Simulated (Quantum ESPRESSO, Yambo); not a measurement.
An input for Yambo 5.3.0 (TiO2 (Rutile)):

```
HF_and_locXC
gw0
dyson
cohsex
em1s
rim_cut
RandQpts= 1000000
RandGvec= 1 RL
EXXRLvcs= 76 Ry
VXCRLvcs= 304 Ry
Chimod= "HARTREE"
% BndsRnXs
 1 | 130 |
%
NGsBlkXs= 10 Ry
% LongDrXs
 1 | 1 | 1 |
%
% GbndRnge
 1 | 130 |
%
DysSolver= "n"
ExtendOut
% QPkrange
 1 | 1 | 23 | 26 |
%
```

```sh
OMP_NUM_THREADS=1 mpirun -n 4 yambo -F gw4.in -J gw4 -C gw4 > gw4.log
```

The stored states that it reads are on a 4×4×6 mesh. Symmetry: P4_2/mnm, No. 136, tetragonal system. Conventional cell: a = 4.592 Å, b = 4.592 Å, c = 2.957 Å, α = 90.00°, β = 90.00°, γ = 90.00°. Nearest to Ti lie 6 O at 1.95 to 1.98 Å. Nearest to O lie 3 Ti at 1.95 to 1.98 Å. Farther neighbours and most contacts between anions are not listed.

**Question.** Estimate wall time and host memory on 4 MPI ranks of Arm Neoverse V2, shared host.

It took 6.9 min; on shared hardware allow 3.4 min to 14 min. Peak host memory was 3.2 GiB.

The screening grows as filled bands × empty bands × pairs of k points, times the square of the screening basis for the matrix.

[Paths, hosts, dates, memory and timing lines, banners, echoed tables and standing remarks are left out of the program output.]

[Logs are printed without paths, hosts, clocks, repeated set-up lines and the standing remarks that a program may print on its own settings, such as how far it seeks lower states.]

[Runs of the session that timed out or met a known fault of the program may be left out.]

[Hosts, paths, dates, database ids (printed as entryN), source tags and the programs' standing remarks are cut or masked in the printed files.]
